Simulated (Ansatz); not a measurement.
# SiC (Moissanite 3C, F-43m): phonons against volume, part 2 of 4

Wanted: mode Grüneisen parameters of SiC (Moissanite 3C) and a free-energy fit over volumes.

Ansatz 0.2.0; DFT PBE, scalar-relativistic, plane waves, PAW.

So far. Step 2 (Probe on a coarse mesh): The start is under 3.3 GPa at this level and looks like an insulator or semiconductor on this mesh. Step 4 (Tight relaxation): The residual pressure is -3.7e-4 GPa, small enough for phonons.

## 5. Phonons, V/V0 1

The same q-mesh and k-mesh are kept at every volume, so that much of their error can cancel in the differences.

The input, input.yaml:

```yaml
crystal:
  lattice:
    - [0.0, 2.1898675902, 2.1898675902]
    - [2.1898675902, 0.0, 2.1898675902]
    - [2.1898675902, 2.1898675902, 0.0]
  atoms:
    - { symbol: Si, position: [0.0, 0.0, 0.0] }
    - { symbol: C, position: [0.25, 0.25, 0.25] }
kpoints:
  mp_grid: { grid: [12, 12, 12] }
hamiltonian:
  xc: pbe
scf:
  occupations: { method: fixed }
output:
  eigenvalues: true
phonons:
  method: dfpt
  dielectric: true
  rigid_motions: translations
  qmesh: [4, 4, 4]
  temperatures: { t_max: 1000, t_step: 50 }
  qpath:
    path:
      - [[0.0, 0.0, 0.0], [-0.5, -0.5, 0.0], [-0.375, -0.375, 0.25]]
      - [[-0.375, 0.0, 0.375], [0.0, 0.0, 0.0], [0.0, 0.0, 0.5], [-0.5, -0.25, 0.25], [-0.5, -0.5, 0.0]]
    npoints: 10
```

Command:

```bash
$ ansatz run input.yaml --threads 2 --pin off --max-ram 5120MiB --backend cpu --events-out ev --progress --plain --runs-dir out
```

Numbers of over 12 decimals in the logs are rounded to 6 here.

What it wrote:

```text
Warning: phonons: the dynamical matrix that this run interpolates holds no multipole term above the dipole-dipole one, and a site of this crystal is no centre of inversion, so its interpolated transverse optical and acoustic branches and sound speeds can stay off near Gamma, and the density of states and the thermodynamics with them. What a run solves at a wave vector of phonons.qpoints, Gamma apart, where the deck admits one, is free of this, and under fd what a larger phonons.supercell samples
[...]
Crystal: 2 atoms, lattice volume = 21.003 Å³
Basis set: ecut = 420 eV, 411 PW (Γ), exchange–correlation on 48×48×48 points (8 copies of the dense FFT grid, shifted against one another)
Bands: 8, of which v1, the nominal top of the filled ones, is band 4 counted from 1 (3 counted from 0)
Symmetry: 24 space group operations
k-points: 280 of 1728 (irreducible under 4 space group operations, time reversal used)
[...]
SCF iter   1: F=—  HF=-887.160323 eV  |F-HF|=—  |Δ(HF+E_count)|=         —  Δρ=2.39e-3  dr2=1.28e-3  ethr=1.77e-3  ⟨swp⟩=4.8  Hψ=15814  notcnv=0  defer=480
[...]
SCF iter   6: F=-887.160240 eV  HF=-887.160240 eV  |F-HF|=3.16e-11  |Δ(HF+E_count)|=   1.58e-9  Δρ=4.78e-7  dr2=3.66e-11  ethr=1.25e-12  ⟨swp⟩=7.0  Hψ=12895  notcnv=0
SCF 1 converged in 6 iterations: F = -887.160240 eV  dr2 = 3.66e-11
[...]
NSCF: frozen V_eff on 1 k-points
DFPT response loops at Γ: preconditioner auto → none (the input reference at scf.mixing.eps_inf says where Resta's filter doesn't serve); β = 0.50; Broyden in place of MSR1
── the response to a field inside a basis, on 12×12×12 k-points: an SCF that follows is theirs, and a resumed run solves both again ──
Bands: 5, of which v1, the nominal top of the filled ones, is band 4 counted from 1 (3 counted from 0)
k-points: 182 of 1728 (irreducible under 6 space group operations, time reversal used)
[...]
Eigensolver: Dense (182 Hₖ)
SCF iter   1: F=—  HF=-887.161324 eV  |F-HF|=—  |Δ(HF+E_count)|=         —  Δρ=3.69e-4  dr2=4.32e-6  ethr=1.00e-1
[...]
SCF iter   4: F=-887.161331 eV  HF=-887.161331 eV  |F-HF|=4.60e-10  |Δ(HF+E_count)|=   8.94e-9  Δρ=3.57e-6  dr2=9.10e-10  ethr=2.67e-9
SCF 1 converged in 4 iterations: F = -887.161331 eV  dr2 = 9.10e-10
[...]
DFPT response loops at q = (0, 0, -0.5) (fractional): preconditioner auto → Resta (q_TF=auto, 2.323 Å⁻¹)  ε∞=6.6 (no band partly filled); β = 1.00, the filter's whole step (`scf.mixing.beta` (0.50) is not read by the response loops at its default; to damp them type it under 1.00, their step now; it binds the ground state too); Broyden in place of MSR1
[...]
SCF converged after 6 iterations
Free energy (F): -887.160240 eV
[...]
Internal energy: -887.160240 eV  (E = F + TS)
E sigma→0 (E₀):  -887.160240 eV
Fermi energy:    9.292679 eV
[...]
--- Band table (eV; the first three rows and the last of 280) ---
[...]
--- Phonons (Γ-DFPT): 2 representative perturbations + reference, on 280 of 1728 k-points (Σ response iterations 6) ---
  k mesh reduced under 4 symmetry operations, with k and −k counted as one. Each operation leaves every solved perturbation unchanged. A smaller set is not considered because the run solves the response to a homogeneous field
  ASR residual: 2.311e-4 → 0.000e0 eV/Å²; symmetrization residual: 3.584e-7 eV/Å²
  ASR residual per site (eV/Å²): 9.46e-6 2.31e-4
  Γ frequencies (cm⁻¹): 0.00 0.00 0.00 774.84 774.84 774.84
  ε∞ (high-frequency dielectric tensor):
        7.002035     0.000000    -0.000000
        0.000000     7.002035     0.000000
       -0.000000     0.000000     7.002035
  ε⁰ (static dielectric tensor: ions relaxed, cell fixed):
       10.387899     0.000000    -0.000000
        0.000000    10.387899     0.000000
       -0.000000     0.000000    10.387899
  ε⁰ − ε∞ (ionic part):
        3.385864     0.000000    -0.000000
        0.000000     3.385864     0.000000
       -0.000000     0.000000     3.385864
  softest optical mode at Γ: 774.84 cm⁻¹; the repairs (sum rule, projections) moved no ω² at Γ by more than (2.30 cm⁻¹)²
  Born effective charges Z* (e; rows j = field, columns β = displacement):
    site 0:
         2.70181    0.00000   -0.00000
         0.00000    2.70181    0.00000
        -0.00000    0.00000    2.70181
    site 1:
        -2.70181   -0.00000    0.00000
        -0.00000   -2.70181   -0.00000
         0.00000   -0.00000   -2.70181
  Z* charge neutrality: 1.000e-3 e pre-enforcement
  solved inside a basis spanned on kpoints, on 12×12×12 k-points, its susceptibility summed on 16×16×16: ε∞ is read to err by 2.0e-2, Z* by 9.6e-3 e (field_mesh: kpoints solves on kpoints); Z* is corrected for what the basis lacks
  optical modes at Γ without the LO–TO term, one row a degenerate level:
      ω (cm⁻¹)  modes    IR ((D/Å)²/amu)
        774.84      3            60.0536
  optical modes at Γ + LO–TO along q̂ = [1.0000, 0.0000, 0.0000]:
      ω (cm⁻¹)  modes    IR ((D/Å)²/amu)
        774.84      2            40.0357
        943.77      1            20.0179
  optical modes at Γ + LO–TO along q̂ = [0.0000, 1.0000, 0.0000]:
      ω (cm⁻¹)  modes    IR ((D/Å)²/amu)
        774.84      2            40.0357
        943.77      1            20.0179
  optical modes at Γ + LO–TO along q̂ = [0.0000, 0.0000, 1.0000]:
      ω (cm⁻¹)  modes    IR ((D/Å)²/amu)
        774.84      2            40.0357
        943.77      1            20.0179
--- Phonons (arbitrary-q DFPT): 8 irreducible q on the 4×4×4 mesh ---
  q = [0.0000, 0.0000, 0.0000] (star 1, of the zone-centre solve; hermiticity 3.86e-8, symmetrization 1.15e-15): 0.00 0.00 0.00 774.84 774.84 774.84
  q = [0.0000, 0.0000, 0.2500] (star 8, 2 solved perturbations on 936 of 1728 k-point pairs; hermiticity 1.85e-8, symmetrization 4.67e-15): 194.75 194.75 396.08 760.01 760.01 896.72
[...]
q = [0.0000, 0.2500, 0.2500] (star 6, 4 solved perturbations in 1608 linear systems a pass and spin channel, the states on 510 of 1728 k-point pairs; hermiticity 1.65e-8, symmetrization 4.12e-15): 270.91 270.91 393.91 757.36 757.36 900.24
[...]
sum rule: each row above includes the acoustic sum rule's correction from the zone centre's row sums; it moved no ω² by more than (2.29 cm⁻¹)²
  mesh force constants: q→R imaginary residual 1.16e-18; ASR residual 2.311e-4 → 0.000e0 eV/Å²; symmetrization residual 6.217e-15 eV/Å²
  interpolated dispersion: 63 rows × 6 modes
  density of states and harmonic sums: on the 24×24×24 q-mesh, interpolated from the force constants of a 4×4×4 supercell (with the dipole–dipole term)
  largest difference from the sums on the solved wave vectors: F 6.95e-3 eV, S 1.10e-5 and C_V 3.96e-6 eV/K
  zero-point energy: 0.216203 eV/cell   skipped modes (ω ≤ 0): 3   left out of the sums: 3.62e-5 of the cell's modes: C_V's classical limit lies that fraction below 3 k_B per atom; for a crystal, a wire or a layer, F and S can be off by more, and a phonons.interpolated_qmesh denser along its periods is the remedy for the sampling
```

Elapsed: 92 s, on 2 threads of Arm Neoverse V2, shared host; peak memory 0.99 GiB.

This step gave:

* Γ frequencies: 0, 0, 0, 774.8, 774.8, 774.8 cm⁻¹ (negative: imaginary)
* lowest frequency on the path: 0 cm⁻¹
* zero-point energy: 0.2162 eV/cell
* point group: -43m
* highest frequency: 943.8 cm⁻¹
* Debye temperature from the second moment: 1154 K

LO-TO term included. The phonon branches at the labelled points (cm⁻¹):

| point | branch 1 | branch 2 | branch 3 | branch 4 | branch 5 | branch 6 |
| --- | --- | --- | --- | --- | --- | --- |
| Γ | 0 | 0 | 0 | 775 | 775 | 944 |
| halfway | 271 | 271 | 394 | 757 | 757 | 900 |
| X | 360 | 360 | 622 | 741 | 741 | 804 |
| halfway | 358 | 388 | 603 | 737 | 740 | 814 |
| U | 348 | 435 | 556 | 733 | 736 | 834 |
| jump to K | 348 | 435 | 556 | 733 | 736 | 834 |
| halfway | 228 | 315 | 410 | 751 | 770 | 877 |
| Γ | 0 | 0 | 0 | 775 | 775 | 944 |
| halfway | 195 | 195 | 396 | 760 | 760 | 897 |
| L | 259 | 259 | 601 | 748 | 748 | 813 |
| halfway | 323 | 383 | 548 | 741 | 745 | 834 |
| W | 393 | 454 | 526 | 719 | 752 | 832 |
| halfway | 376 | 397 | 585 | 728 | 746 | 820 |
| X | 360 | 360 | 622 | 741 | 741 | 804 |

The phonon branches as a text plot (rows in cm⁻¹):

```
    924 |******                   **********
    885 |      **               **          **
    845 |        ***     *******              **     ********
    806 |           *****                       *****        ****
    767 |*********           ************************    *****
    728 |         **************                  ***************
    688 |
    649 |
    610 |           ****                         **           ***
    570 |         **    ***                    **  ***      **
    531 |        *         *                  *       ******
    492 |                   ***
    452 |       *         **   *             *           ***
    413 |      *        **  *** *           *          **   **
    374 |           *****      *                      * *********
    334 |    **  ***     ****   **         *        ****
    295 |       *            **   **               ***
    256 |   *  *               * *        *   ******
    216 |    **                 * **         *
    177 |  **                    *  *    * **
    138 |  *                      ***     *
     98 | *                         **  **
     59 | *                          *  *
     20 |*                            **
         Γ           X  U|K            Γ         L        W     X
```

Tetrahedra on 24 24 24, mean over bins of 10 cm⁻¹. Table of phonon density of states by wavenumber; read off at these points:

| wavenumber (cm⁻¹) | phonon density of states (1/cm⁻¹/cell) |
| --- | --- |
| 5 | 0 |
| 35 | 4.0e-5 |
| 55 | 1.2e-4 |
| 85 | 3.2e-4 |
| 105 | 4.9e-4 |
| 135 | 8.7e-4 |
| 155 | 0.0012 |
| 185 | 0.00189 |
| 205 | 0.00253 |
| 235 | 0.00409 |
| 255 | 0.00657 |
| 285 | 0.00915 |
| 305 | 0.0100 |
| 335 | 0.0120 |
| 355 | 0.0147 |
| 365 | 0.0129 |
| 385 | 0.00899 |
| 415 | 0.00735 |
| 435 | 0.00747 |
| 465 | 0.00256 |
| 485 | 0.00343 |
| 515 | 0.00688 |
| 535 | 0.0124 |
| 565 | 0.00462 |
| 585 | 0.00262 |
| 615 | 4.1e-4 |
| 645 | 0 |
| 665 | 0 |
| 695 | 0 |
| 715 | 1.8e-4 |
| 745 | 0.0877 |
| 765 | 0.0296 |
| 795 | 0 |
| 815 | 0.00311 |
| 835 | 0.0324 |
| 845 | 0.0174 |
| 865 | 0.00624 |
| 895 | 0.00354 |
| 915 | 0.0024 |
| 945 | 1.4e-4 |

Harmonic. Thermo, by row:

| T (K) | F_vib (meV/atom) | S (J/mol-atom/K) | C_V (J/mol-atom/K) |
| --- | --- | --- | --- |
| 0 | 108.1 | 0 | 0 |
| 50 | 108.1 | 0.077 | 0.268 |
| 100 | 107.9 | 0.777 | 2.297 |
| 150 | 107.2 | 2.272 | 5.341 |
| 200 | 105.5 | 4.241 | 8.483 |
| 250 | 102.7 | 6.45 | 11.36 |
| 300 | 98.77 | 8.743 | 13.79 |
| 350 | 93.65 | 11.02 | 15.75 |
| 400 | 87.36 | 13.23 | 17.32 |
| 450 | 79.95 | 15.35 | 18.55 |
| 500 | 71.48 | 17.35 | 19.54 |
| 550 | 61.99 | 19.25 | 20.32 |
| 600 | 51.54 | 21.05 | 20.96 |
| 650 | 40.19 | 22.75 | 21.48 |
| 700 | 27.98 | 24.36 | 21.9 |
| 750 | 14.96 | 25.88 | 22.26 |
| 800 | 1.17 | 27.32 | 22.56 |
| 850 | -13.35 | 28.7 | 22.81 |
| 900 | -28.56 | 30.01 | 23.02 |
| 950 | -44.44 | 31.26 | 23.21 |
| 1000 | -60.95 | 32.45 | 23.37 |

The modes has structure finer than the step of the table below, so its rows give means over 50 cm⁻¹, whole bins alone (the curve runs from -10 to 980 cm⁻¹). Peaks (cm⁻¹: height): C 749.8: 0.0528, 837.0: 0.0223; Si 351.2: 0.0116, 531.8: 0.0107, 749.8: 0.0120, 837.0: 0.00228.

Phonopy on the run's constants, 21x21x21 mesh, Gaussian sigma 7.1 cm⁻¹. Table of modes by wavenumber; means over each step; values in 1/cm⁻¹/cell:

| wavenumber (cm⁻¹) | C | Si |
| --- | --- | --- |
| 50 | 3.1e-5 | 7.5e-5 |
| 100 | 1.4e-4 | 3.4e-4 |
| 150 | 3.3e-4 | 8.4e-4 |
| 200 | 6.5e-4 | 0.00179 |
| 250 | 0.00149 | 0.00453 |
| 300 | 0.00214 | 0.00771 |
| 350 | 0.00217 | 0.0103 |
| 400 | 0.00118 | 0.00685 |
| 450 | 7.3e-4 | 0.00407 |
| 500 | 6.7e-4 | 0.00473 |
| 550 | 4.5e-4 | 0.00723 |
| 600 | 5.0e-5 | 0.00149 |
| 650 | 0 | 1.2e-5 |
| 700 | 0.00109 | 8.3e-5 |
| 750 | 0.0309 | 0.00703 |
| 800 | 0.00280 | 3.6e-4 |
| 850 | 0.0123 | 0.00160 |
| 900 | 0.00250 | 8.2e-4 |
| 950 | 3.4e-4 | 1.4e-4 |

Born charge (rows field, columns displacement) (e), principal values of the symmetric part by kind of site:

| atom | atoms with these values | low | middle | high | mean |
| --- | --- | --- | --- | --- | --- |
| Si1 | 1 | 2.70 | 2.70 | 2.70 | 2.70 |
| C2 | 1 | -2.70 | -2.70 | -2.70 | -2.70 |

In full for C2:

```
-2.70  0.00  0.00
 0.00 -2.70  0.00
 0.00  0.00 -2.70
```

ε∞:

```
7.00 0.00 0.00
0.00 7.00 0.00
0.00 0.00 7.00
```

No LO-TO term. The modes at Γ (shares of kinetic energy by element, %):

| mode | frequency (cm⁻¹) | symmetry | Si % | C % |
| --- | --- | --- | --- | --- |
| 1 | 0.0 | T2 | 70 | 30 |
| 2 | 0.0 | T2 | 70 | 30 |
| 3 | 0.0 | T2 | 70 | 30 |
| 4 | 774.8 | T2 | 30 | 70 |
| 5 | 774.8 | T2 | 30 | 70 |
| 6 | 774.8 | T2 | 30 | 70 |

Displacements in mode 6 (774.8 cm⁻¹), the largest set to 1:
```
Si1 -0.37 -0.43 -0.27
C2   0.86  1.00  0.62
```

No mode is imaginary beyond numerical noise at the solved wavevectors.

## 6. Single point at a scaled cell, V/V0 1.015

Symmetry fixes every atom, so a single point at the scaled cell gives the energy and pressure of this member.

The cell differs from the one that the last finished run ended in (a 3.097 → 3.112 Å, b 3.097 → 3.112 Å, c 3.097 → 3.112 Å).

input.yaml, the sections that differ from step 5:

```yaml
crystal:
  lattice:
    - [0.0, 2.2007626332, 2.2007626332]
    - [2.2007626332, 0.0, 2.2007626332]
    - [2.2007626332, 2.2007626332, 0.0]
  atoms:
    - { symbol: Si, position: [0.0, 0.0, 0.0] }
    - { symbol: C, position: [0.25, 0.25, 0.25] }
output:
  forces: true
  stress: true
  eigenvalues: true
  write_density: true
  write_potential: true
  elf: true
  volumetric_format: npy
# kpoints, hamiltonian, scf: as in step 5
# phonons: removed
```

What it wrote:

```text
[...]
Crystal: 2 atoms, lattice volume = 21.318 Å³
Basis set: ecut = 420 eV, 411 PW (Γ), exchange–correlation on 48×48×48 points (8 copies of the dense FFT grid, shifted against one another)
Bands: 8, of which v1, the nominal top of the filled ones, is band 4 counted from 1 (3 counted from 0)
Symmetry: 24 space group operations
[...]
k-points: 72 of 1728 (time reversal used)
[...]
SCF iter   1: F=—  HF=-887.157342 eV  |F-HF|=—  |Δ(HF+E_count)|=         —  Δρ=2.54e-3  dr2=1.52e-3  ethr=1.77e-3  ⟨swp⟩=4.6  Hψ=4058  notcnv=0  defer=117
[...]
SCF iter   6: F=-887.157186 eV  HF=-887.157186 eV  |F-HF|=2.41e-11  |Δ(HF+E_count)|=   1.69e-9  Δρ=5.68e-7  dr2=5.62e-11  ethr=1.84e-11  ⟨swp⟩=6.7  Hψ=3759  notcnv=0
SCF 1 converged in 6 iterations: F = -887.157186 eV  dr2 = 5.62e-11
[...]
SCF converged after 6 iterations
Free energy (F): -887.157186 eV
[...]
Internal energy: -887.157186 eV  (E = F + TS)
E sigma→0 (E₀):  -887.157186 eV
Fermi energy:    9.108409 eV
[...]
--- Stress (GPa, compression-positive) ---
       -3.076187      -0.000000      -0.000000
       -0.000000      -3.076187       0.000000
       -0.000000       0.000000      -3.076187
  P = ⅓ Tr σ = -3.0762 GPa (-30.762 kbar)
--- Band table (eV; the first three rows and the last of 72) ---
[...]
```

Wall time 0.96 s (2 threads); peak memory 0.27 GiB; 1.8 s of CPU time.

Numbers from this step:

```
pressure          : -3.076 GPa
gap on the k-mesh : 1.386 eV
volume per atom   : 10.66 Å³
```

ELF in the ac plane of a cell with a along [110], b along [-110] and c along [001] of the cube at fractional y = 0.000, with atoms of Si and C within 0.2 Å of it. It is the smooth field of the valence electrons, not physical close to the nuclei.

Ten even steps from '_' (0.02) to '@' (0.91), each cell a mean:
```
::**@@@@%%@@@@**::--%%@@%%%%@@%%--
==%%@@%%**%%@@%%--**@@@@####@@@@**
==##@@++..++@@##==**%%%%::::%%%%**
::++##++--++##++::--**##====##**--
__::++######++::__..==######**==..
____--**##**--______..==####==..__
______::--::__________..----..____
__________________________________
::::..______..::::::..________..::
==--::______::--==--::..____..----
::::::::..::::::::::::::::::::::::
--::++**++**++::--::==**++++**--::
```
Columns run along a (6.2 Å), rows up along c (4.4 Å), edges of the conventional cell, whose origin can differ from the input's. Atoms in or near the plane, at fractional coordinates: Si at (0.50, 0.00), Si at (0.00, 0.00), C at (0.75, 0.75), C at (0.25, 0.75).

Valence density in the ac plane of a cell with a along [110], b along [-110] and c along [001] of the cube at fractional y = 0.000, with atoms of Si and C within 0.2 Å of it. It is the smooth field of the valence electrons, not physical close to the nuclei.

Values in e/Å³, 7 rows by 16 columns, each cell a mean:
```
0.2 0.5 0.8 1.0 1.0 0.9 0.7 0.3 0.2 0.5 0.8 1.0 1.0 0.9 0.7 0.3
0.3 0.5 1.1 1.7 1.8 1.4 0.7 0.4 0.3 0.5 1.1 1.7 1.8 1.4 0.7 0.4
0.1 0.2 0.5 1.1 1.2 0.8 0.3 0.1 0.1 0.2 0.5 1.1 1.2 0.8 0.3 0.1
0.1 0.1 0.2 0.3 0.3 0.2 0.1 0.1 0.1 0.1 0.2 0.3 0.3 0.2 0.1 0.1
0.1 0.1 0.1 0.1 0.1 0.1 0.1 0.1 0.1 0.1 0.1 0.1 0.1 0.1 0.1 0.1
0.3 0.2 0.1 0.1 0.1 0.1 0.2 0.3 0.3 0.2 0.1 0.1 0.1 0.1 0.2 0.3
0.1 0.3 0.3 0.2 0.2 0.3 0.3 0.2 0.1 0.3 0.3 0.2 0.2 0.3 0.3 0.2
```
Columns run along a (6.2 Å), rows up along c (4.4 Å), edges of the conventional cell, whose origin can differ from the input's. Atoms in or near the plane, at fractional coordinates: Si at (0.50, 0.00), Si at (0.00, 0.00), C at (0.75, 0.75), C at (0.25, 0.75).

Electrostatic potential energy in the ac plane of a cell with a along [110], b along [-110] and c along [001] of the cube at fractional y = 0.000, with atoms of Si and C within 0.2 Å of it. With pseudopotentials it is smooth inside the atoms' cores, unlike the true potential.

Ten even steps from '_' (-58 eV) to '@' (13 eV), each cell a mean:
```
__--##%%%%%%##--__..++%%%%%%%%++..
==**%%**--**%%**==++####====####++
%%%%##::__::##%%%%%%%%++____++%%%%
@@@@%%--__--%%@@@@@@@@**....**@@@@
@@@@@@%%**%%@@@@@@@@@@%%####%%@@@@
@@@@@@@@@@@@@@@@@@@@@@@@@@@@@@@@@@
@@@@@@@@@@@@@@@@@@@@@@@@@@@@@@@@@@
@@@@@@@@@@@@@@@@@@@@@@@@@@@@@@@@@@
@@@@@@@@@@@@@@@@@@@@@@@@@@@@@@@@@@
##%%@@@@@@@@@@%%####%%@@@@@@@@%%##
::==%%@@@@@@##==::--**%%@@@@%%**--
__::##@@@@@@**::__..==%%@@@@%%==__
```
Columns run along a (6.2 Å; values clipped at the 3rd and 97th percentile), rows up along c (4.4 Å), edges of the conventional cell, whose origin can differ from the input's. Atoms in or near the plane, at fractional coordinates: Si at (0.50, 0.00), Si at (0.00, 0.00), C at (0.75, 0.75), C at (0.25, 0.75).

At this level the gap is 1.39 eV on the k-mesh of the self-consistent run, which can miss the band edges.

## 7. Lattice dynamics at this volume, V/V0 1.015

The same q-mesh and k-mesh are kept at every volume, so that much of their error can cancel in the differences.

input.yaml, the sections that differ from step 6:

```yaml
output:
  eigenvalues: true
phonons:
  method: dfpt
  dielectric: true
  rigid_motions: translations
  qmesh: [4, 4, 4]
  temperatures: { t_max: 1000, t_step: 50 }
  qpath:
    path:
      - [[0.0, 0.0, 0.0], [-0.5, -0.5, 0.0], [-0.375, -0.375, 0.25]]
      - [[-0.375, 0.0, 0.375], [0.0, 0.0, 0.0], [0.0, 0.0, 0.5], [-0.5, -0.25, 0.25], [-0.5, -0.5, 0.0]]
    npoints: 10
# crystal, kpoints, hamiltonian, scf: as in step 6
```

What it wrote:

```text
[...]
Crystal: 2 atoms, lattice volume = 21.318 Å³
Basis set: ecut = 420 eV, 411 PW (Γ), exchange–correlation on 48×48×48 points (8 copies of the dense FFT grid, shifted against one another)
Bands: 8, of which v1, the nominal top of the filled ones, is band 4 counted from 1 (3 counted from 0)
Symmetry: 24 space group operations
[...]
optical modes at Γ + LO–TO along q̂ = [0.0000, 1.0000, 0.0000]:
      ω (cm⁻¹)  modes    IR ((D/Å)²/amu)
        761.93      2            39.7007
        928.66      1            19.8503
  optical modes at Γ + LO–TO along q̂ = [0.0000, 0.0000, 1.0000]:
      ω (cm⁻¹)  modes    IR ((D/Å)²/amu)
        761.93      2            39.7007
        928.66      1            19.8503
--- Phonons (arbitrary-q DFPT): 8 irreducible q on the 4×4×4 mesh ---
[...]
interpolated dispersion: 63 rows × 6 modes
[...]
[key lines of the parts left out:]
SCF converged after 6 iterations
Free energy (F): -887.157186 eV
Fermi energy:    9.108409 eV
```

It took 93 s on 2 threads; peak memory 1 GiB; 3 min of CPU time.

No mode is imaginary beyond numerical noise at the solved wavevectors. The highest zone-centre mode (no LO–TO term) moved by -1.7 % for a volume change of +1.5 %.

[end of part 2 of 4]

[Logs are printed without paths, hosts, clocks, repeated set-up lines and the standing remarks that a program may print on its own settings, such as how far it seeks lower states.]

[Hosts, paths, dates, database ids (printed as entryN), source tags and the programs' standing remarks are cut or masked in the printed files.]

[A step with changed settings may run another functional than the one named; its input shows which.]

[Of the runs on displaced cells, only some may be shown.]
